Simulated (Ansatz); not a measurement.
G0W0 rungs for H4C2SeSO2 (Pc).

```xyz
20
Lattice="5.6201 0.0000 0.0000 0.0000 5.4290 0.0000 -4.1064 0.0000 7.7822" Properties=species:S:1:pos:R:3 pbc="T T T"
H     3.6520    4.0574    3.6268
H     1.5988    1.3716    7.5179
H     4.0447    2.6873    2.4814
H     1.9915    2.7417    6.3725
H     1.8258    5.0242   -0.0065
H    -0.2274    0.4048    3.8845
H     1.7761    0.6152    1.5107
H    -0.2771    4.8138    5.4018
C     3.5123    3.6298    2.6309
C     1.4591    1.7992    6.5219
C     2.0950    5.1038    1.0501
C     0.0418    0.3252    4.9411
Se    1.5988    3.5119    2.1332
Se   -0.4544    1.9171    6.0243
S     3.8437    4.8162    1.3217
S     1.7904    0.6128    5.2128
O     4.5511    0.5697    1.8072
O     2.4979    4.8593    5.6983
O     4.4169    4.1255    0.1696
O     2.3636    1.3035    4.0607
```

Geometry: measured cell, ions relaxed with PBE. The runs that relaxed it are not among those shown.

Runs so far (Ansatz 0.2.0, start PBE, PAW set soft_1 files, 4×4×2 mesh). Times are wall times on 1 × NVIDIA H100 80GB HBM3 (shared by 6 runs) with 2 threads of AMD EPYC 7R13 (Zen 3), shared host, good to a factor of about two.

| bands summed | cutoff (eV) | gap on the mesh (eV) | time |
| --- | --- | --- | --- |
| 225 | 48 | 5.516 | 31 s |
| 553 | 96 | 5.633 | 69 s |

What should the next rung give, with 1137 bands and screening to 160 eV, and where is the limit?

The error falls about as one over the bands when the cutoff rises with them. A line through the two highest rungs given predicts 5.674 eV; the run gave 5.679 eV, close to it. The two highest rungs put the limit near 5.722 eV, the pair below near 5.713 eV; their difference is a rough measure of what is unsettled in bands and cutoff; the mesh is a separate error.

Gaps are over the mesh's points; an edge off the mesh would be missed. Limits: not at the basis limit; no spin-orbit coupling.

[Paths, hosts, dates, memory and timing lines, banners, echoed tables and standing remarks are left out of the program output.]

[Logs are printed without paths, hosts, clocks, repeated set-up lines and the standing remarks that a program may print on its own settings, such as how far it seeks lower states.]

[Runs of the session that timed out or met a known fault of the program may be left out.]

[Cells called generated may have been cut or substituted from an entry of the Crystallography Open Database or the Materials Project.]

[Hosts, paths, dates, database ids (printed as entryN), source tags and the programs' standing remarks are cut or masked in the printed files.]
